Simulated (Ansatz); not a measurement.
# Vibrations of species on Ti(0001), part 2 of 2

Aim: bond lengths and vibrational modes of species bound on Ti(0001).

Ansatz 0.2.0; DFT PBE, scalar-relativistic, plane waves, PAW; PAW set soft_1.

So far. Step 4 (Modes of the chosen sites: Cl at the hcp hollow site, 1 …): The highest mode of the block lies at 377.0 cm⁻¹; the acoustic sum rule moved it by 0.0 cm⁻¹. Step 5 (Letting the atoms settle: Cl at the hcp hollow site …): The largest force component left on a free atom is 0.85 meV/Å.

## (6) Force constants among chosen sites: Cl at the hcp hollow site, 0.5 monolayer

Only 3 sites are displaced (2 Ti and 1 Cl), with their periodic images, and all others stay at rest. This gives the modes that are localised on these sites for less work than the whole matrix.

File input.yaml:

```yaml
crystal:
  lattice:
    - [5.8777698106, -2.3427e-06, 0.0]
    - [1.4694414382, 2.5451472297, 0.0]
    - [0.0, 0.0, 41.3197775642]
  atoms:
    - { symbol: Ti, position: [0.833333, 0.666667, 0.1814424653] }
    - { symbol: Ti, position: [0.333333, 0.666667, 0.1814424653] }
    - { symbol: Ti, position: [0.0, 0.0, 0.2376894341] }
    - { symbol: Ti, position: [0.5, 0.0, 0.2376894341] }
    - { symbol: Ti, position: [0.8265013673, 0.6734986327, 0.2942593749] }
    - { symbol: Ti, position: [0.3404116321, 0.6595883679, 0.2976472698] }
    - { symbol: Ti, position: [-0.0105540931, 0.0105540931, 0.3471846786] }
    - { symbol: Ti, position: [0.5213019874, -0.0213019874, 0.3529675358] }
    - { symbol: Cl, position: [0.2989373838, 0.7010626162, 0.393098052] }
  periodic: [true, true, false]
kpoints:
  mp_grid: { grid: [6, 12, 1] }
hamiltonian:
  xc: pbe
  pseudopotentials: { kind: paw, azcp: { folder: soft_1 } }
scf:
  occupations: { method: methfessel_paxton, width: 0.15 }
output:
  eigenvalues: true
phonons:
  method: fd
  supercell: [1, 1, 1]
  displaced_sites: [6, 7, 8]
  rigid_motions: translations
```

Command:

```
$ ansatz run input.yaml --threads 8 --pin off --max-ram 20480MiB --backend cpu --events-out ev --progress --plain --runs-dir out
```

Numbers of over 12 decimals in the logs are rounded to 6 here.

Output:

```text
[...]
Crystal: 9 atoms, lattice volume = 618.135 Å³
Basis set: ecut = 420 eV, 11999 PW (Γ), exchange–correlation on 80×40×576 points (8 copies of the dense FFT grid, shifted against one another)
Bands: 62, of which v1, the nominal top of the filled ones, is band 52 counted from 1 (51 counted from 0)
Symmetry: 2 space group operations
k-points: 25 of 72 (time reversal used)
[...]
force constants formed among 3 of 9 sites (Ti 6, Ti 7, Cl 8); the other 6 at rest. The modes move the named sites alone.
[...]
transpose residual: 2.1e-4 eV/Å²
[...]
unstable modes among the named sites: 0
  frequencies as built, with no sum rule (cm⁻¹): 57.17 65.55 125.87 154.57 161.44 194.02 215.39 226.74 316.48
  zero-point energy: 0.094057 eV/cell   skipped modes (ω ≤ 0): 0
[...]
[key lines of the parts left out:]
SCF converged after 16 iterations
Free energy (F): -21076.246975 eV
Fermi energy:    -4.328281 eV
```

It took 6.9 min on 8 threads of Arm Neoverse N1, shared host; peak memory 2.6 GiB.

The other atoms of the cell are at rest; shares are of the kinetic energy, a minus sign marks an imaginary mode, and where like sites share a mode the one named is one choice of several. Modes of the displaced sites:

```tsv
mode	frequency (cm⁻¹)	share of Ti (%)	share of Cl (%)	site with the largest share	its share (%)
1	57.2	63	37	Ti8	42
2	65.5	64	36	Cl9	36
3	125.9	64	36	Ti8	54
4	154.6	55	45	Cl9	45
5	161.4	79	21	Ti7	76
6	194.0	58	42	Ti8	54
7	215.4	90	10	Ti7	56
8	226.7	73	27	Ti7	51
9	316.5	54	46	Cl9	46
```

The highest mode of the block lies at 316.5 cm⁻¹; the acoustic sum rule moved it by 0.0 cm⁻¹.

## (7) Letting the atoms settle: Cl at the hcp hollow site, 0.25 monolayer

The slab carries Cl at the hcp hollow site, 0.25 monolayer. The typed slab is scaled evenly to the volume of the relaxed bulk, at the typed c/a. The lowest layers are held, and the other atoms relax. The program lengthens the typed cell of 23.8 Å along the normal to 41.3 Å, as its cut-off of the electrostatics needs, and moves no atom.

System of this step: Cl at the hcp hollow site, 0.25 monolayer on Ti(0001). The cell holds 17 atoms: 16 Ti and 1 Cl. Cell: a = 5.878 Å, b = 5.878 Å, c = 41.320 Å, α = 90.0°, β = 90.0°, γ = 60.0°. It derives from Ti. Vacuum lies along c.

File input.yaml:

```yaml
crystal:
  lattice:
    - [5.8777738682, 0.0, 0.0]
    - [2.9388869341, 5.0903021131, 0.0]
    - [0.0, 0.0, 23.754213395]
  atoms:
    - { symbol: Ti, position: [0.833333, 0.333333, 0.315614] }
    - { symbol: Ti, position: [0.333333, 0.333333, 0.315614] }
    - { symbol: Ti, position: [0.833333, 0.833333, 0.315614] }
    - { symbol: Ti, position: [0.333333, 0.833333, 0.315614] }
    - { symbol: Ti, position: [0.0, 0.0, 0.413454] }
    - { symbol: Ti, position: [0.5, 0.0, 0.413454] }
    - { symbol: Ti, position: [0.0, 0.5, 0.413454] }
    - { symbol: Ti, position: [0.5, 0.5, 0.413454] }
    - { symbol: Ti, position: [0.833333, 0.333333, 0.511294] }
    - { symbol: Ti, position: [0.333333, 0.333333, 0.511294] }
    - { symbol: Ti, position: [0.833333, 0.833333, 0.511294] }
    - { symbol: Ti, position: [0.333333, 0.833333, 0.511294] }
    - { symbol: Ti, position: [0.0, 0.0, 0.609135] }
    - { symbol: Ti, position: [0.5, 0.0, 0.609135] }
    - { symbol: Ti, position: [0.0, 0.5, 0.609135] }
    - { symbol: Ti, position: [0.5, 0.5, 0.609135] }
    - { symbol: Cl, position: [0.333333, 0.333333, 0.684386] }
  periodic: [true, true, false]
kpoints:
  mp_grid: { grid: [6, 6, 1] }
hamiltonian:
  xc: pbe
  pseudopotentials: { kind: paw, azcp: { folder: soft_1 } }
scf:
  occupations: { method: methfessel_paxton, width: 0.15 }
output:
  forces: true
  eigenvalues: true
relax:
  adjacent_minimum: "off"
  f_tol: 0.003
  max_steps: 120
  constraints: [{ sites: [0, 1, 2, 3, 4, 5, 6, 7] }]
```

Output:

```text
[...]
Crystal: 17 atoms, lattice volume = 1236.273 Å³
Basis set: ecut = 420 eV, 24055 PW (Γ), exchange–correlation on 80×80×576 points (8 copies of the dense FFT grid, shifted against one another)
Bands: 120, of which v1, the nominal top of the filled ones, is band 100 counted from 1 (99 counted from 0)
Symmetry: 6 space group operations
[...]
k-points: 7 of 36 (time reversal used)
[...]
- { symbol: Ti, position: [5.551115123125783e-17, 0.500000, 0.237689] }
    - { symbol: Ti, position: [0.500000, 0.5, 0.237689] }
[...]
- { symbol: Ti, position: [8.023018615385731e-18, 1.9592163237567586e-17, 0.343997] }
    - { symbol: Ti, position: [0.505021, -0.010042, 0.351204] }
    - { symbol: Ti, position: [-0.010042, 0.505021, 0.351204] }
    - { symbol: Ti, position: [0.505021, 0.505021, 0.351204] }
    - { symbol: Cl, position: [0.333333, 0.333333, 0.395046] }
[key lines of the parts left out:]
SCF converged after 4 iterations
Free energy (F): -41070.024874 eV
Fermi energy:    -4.335560 eV
```

The job ended after 3.3 min (8 threads; peak memory 4 GiB; 26 min of CPU time).

The steps of the relaxation:

```tsv
step	energy less that of the first step (eV)	largest force component (eV/Å)
1	0.0000	1.0812
2	-0.2610	0.1990
3	-0.2965	0.0864
4	-0.2984	0.0333
5	-0.2986	0.0016
6	-0.2986	0.0016
```

The run keeps the 6 symmetry operations that it works with, so distortions that break them were not tested.

The atoms that moved most (Å):

```tsv
atom	dx	dy	dz	length
Ti13	0.000	0.000	-0.256	0.256
Ti10	0.000	0.000	0.201	0.201
Ti15	-0.044	0.026	0.042	0.066
Ti14	0.000	-0.051	0.042	0.066
Ti16	0.044	0.026	0.042	0.066
Cl17	0.000	0.000	0.066	0.066
Ti9	0.000	0.037	0.051	0.063
Ti12	0.032	-0.019	0.051	0.063
```

The largest force component left on a free atom is 1.6 meV/Å.

## (8) Modes of the chosen sites: Cl at the hcp hollow site, 0.25 monolayer

Only 4 sites are displaced (3 Ti and 1 Cl), with their periodic images, and all others stay at rest. This gives the modes that are localised on these sites for less work than the whole matrix.

File input.yaml:

```yaml
crystal:
  lattice:
    - [5.8777742294, 0.0, 0.0]
    - [2.9388871147, 5.0903018003, 0.0]
    - [0.0, 0.0, 41.3197775642]
  atoms:
    - { symbol: Ti, position: [0.8333333333, 0.3333333333, 0.1814424653] }
    - { symbol: Ti, position: [0.3333333333, 0.3333333333, 0.1814424653] }
    - { symbol: Ti, position: [0.8333333333, 0.8333333333, 0.1814424653] }
    - { symbol: Ti, position: [0.3333333333, 0.8333333333, 0.1814424653] }
    - { symbol: Ti, position: [0.0, 0.0, 0.2376894341] }
    - { symbol: Ti, position: [0.5, 0.0, 0.2376894341] }
    - { symbol: Ti, position: [0.0, 0.5, 0.2376894341] }
    - { symbol: Ti, position: [0.5, 0.5, 0.2376894341] }
    - { symbol: Ti, position: [0.8296938347, 0.3406123306, 0.2951657583] }
    - { symbol: Ti, position: [0.3333333333, 0.3333333333, 0.298798075] }
    - { symbol: Ti, position: [0.8296938347, 0.8296938347, 0.2951657583] }
    - { symbol: Ti, position: [0.3406123306, 0.8296938347, 0.2951657583] }
    - { symbol: Ti, position: [0.0, 0.0, 0.3439971349] }
    - { symbol: Ti, position: [0.5050209647, -0.0100419293, 0.3512044571] }
    - { symbol: Ti, position: [-0.0100419293, 0.5050209647, 0.3512044571] }
    - { symbol: Ti, position: [0.5050209647, 0.5050209647, 0.3512044571] }
    - { symbol: Cl, position: [0.3333333333, 0.3333333333, 0.3950460475] }
  periodic: [true, true, false]
kpoints:
  mp_grid: { grid: [6, 6, 1] }
hamiltonian:
  xc: pbe
  pseudopotentials: { kind: paw, azcp: { folder: soft_1 } }
scf:
  occupations: { method: methfessel_paxton, width: 0.15 }
output:
  eigenvalues: true
phonons:
  method: fd
  supercell: [1, 1, 1]
  displaced_sites: [13, 14, 15, 16]
  rigid_motions: translations
```

Output:

```text
[...]
Crystal: 17 atoms, lattice volume = 1236.273 Å³
Basis set: ecut = 420 eV, 24055 PW (Γ), exchange–correlation on 80×80×576 points (8 copies of the dense FFT grid, shifted against one another)
Bands: 120, of which v1, the nominal top of the filled ones, is band 100 counted from 1 (99 counted from 0)
Symmetry: 6 space group operations
k-points: 7 of 36 (time reversal used)
[...]
force constants formed among 4 of 17 sites (Ti 13, Ti 14, Ti 15, Cl 16); the other 13 at rest. The modes move the named sites alone.
[...]
transpose residual: 2.2e-4 eV/Å²
[...]
unstable modes among the named sites: 0
  frequencies as built, with no sum rule (cm⁻¹): 62.30 62.30 94.28 94.28 133.94 141.57 167.49 167.49 185.16 185.16 202.51 279.83
  zero-point energy: 0.110117 eV/cell   skipped modes (ω ≤ 0): 0
[...]
[key lines of the parts left out:]
SCF converged after 17 iterations
Free energy (F): -41070.024874 eV
Fermi energy:    -4.335519 eV
```

Elapsed: 7.3 min, on 8 threads; peak memory 5.9 GiB; 57 min of CPU time.

The other atoms of the cell are at rest; shares are of the kinetic energy, a minus sign marks an imaginary mode, and where like sites share a mode the one named is one choice of several. Modes of the displaced sites:

```tsv
mode	frequency (cm⁻¹)	share of Ti (%)	share of Cl (%)	site with the largest share	its share (%)
1	62.3	100	0	Ti14	53
2	62.3	100	0	Ti16	43
3	94.3	17	83	Cl17	83
4	94.3	17	83	Cl17	83
5	133.9	64	36	Cl17	36
6	141.6	100	0	Ti14	33
7	167.5	100	0	Ti16	50
8	167.5	100	0	Ti14	66
9	185.2	84	16	Ti14	44
10	185.2	84	16	Ti16	36
11	202.5	90	10	Ti15	30
12	279.8	46	54	Cl17	54
```

The same force constants with another mass on the added atoms, against the natural mean mass; listed are the real modes with at least half of their motion on these atoms, followed through small steps of mass, less those that pass through avoided crossings, where the squared overlap of new and old mass-weighted patterns is under 0.8. Modes after a change of mass:

```tsv
substitution	mode	frequency (cm⁻¹)	after (cm⁻¹)	ratio
37Cl	3	94.3	92.6	1.018
37Cl	4	94.3	92.6	1.018
37Cl	12	279.8	276.7	1.011
```

The highest mode of the block lies at 279.8 cm⁻¹; the acoustic sum rule moved it by 0.0 cm⁻¹.

## (9) All members side by side

The members are set side by side.

The anchoring bond is the shortest distance from the first added atom to the slab, and like atoms elsewhere in the cell can differ; degenerate modes stand as often as they occur. The species side by side:

```tsv
species	coverage (monolayer)	anchoring bond	its length (Å)	highest level (cm⁻¹)	second (cm⁻¹)	third (cm⁻¹)
Cl at the hcp hollow site	1	Cl-Ti	2.421	377	256.1	256.1
Cl at the hcp hollow site	0.5	Cl-Ti	2.466	316.5	226.7	215.4
Cl at the hcp hollow site	0.25	Cl-Ti	2.517	279.8	202.5	185.2
```

## (10) What came out

```json
{
 "highest mode of the block of 2 sites, Cl at the hcp hollow site, 1 monolayer": "377.0 cm⁻¹",
 "highest mode of the block of 3 sites, Cl at the hcp hollow site, 0.5 monolayer": "316.5 cm⁻¹",
 "highest mode of the block of 4 sites, Cl at the hcp hollow site, 0.25 monolayer": "279.8 cm⁻¹"
}
```

**Reading.** With Cl at the hcp hollow site, 1 monolayer the highest mode of the block lies at 377 cm⁻¹, 51 % on Cl and 49 % on Ti. With Cl at the hcp hollow site, 0.5 monolayer the highest mode of the block lies at 316 cm⁻¹, 54 % on Ti and 46 % on Cl. With Cl at the hcp hollow site, 0.25 monolayer the highest mode of the block lies at 280 cm⁻¹, 54 % on Cl and 46 % on Ti. With all atoms beyond the displaced ones at rest, modes that spread into the slab are only rough; stretches of light atoms, well above the modes of the substrate atoms, are the least affected. Periodic images of the cell move in phase at the zone centre, so coupling to the images is part of these frequencies. These are harmonic frequencies at zero temperature: anharmonic shifts, linewidths and thermal expansion are left out. The runs are without spin polarisation, although the cell has an odd electron count.

[Logs are printed without paths, hosts, clocks, repeated set-up lines and the standing remarks that a program may print on its own settings, such as how far it seeks lower states.]

[Hosts, paths, dates, database ids (printed as entryN), source tags and the programs' standing remarks are cut or masked in the printed files.]
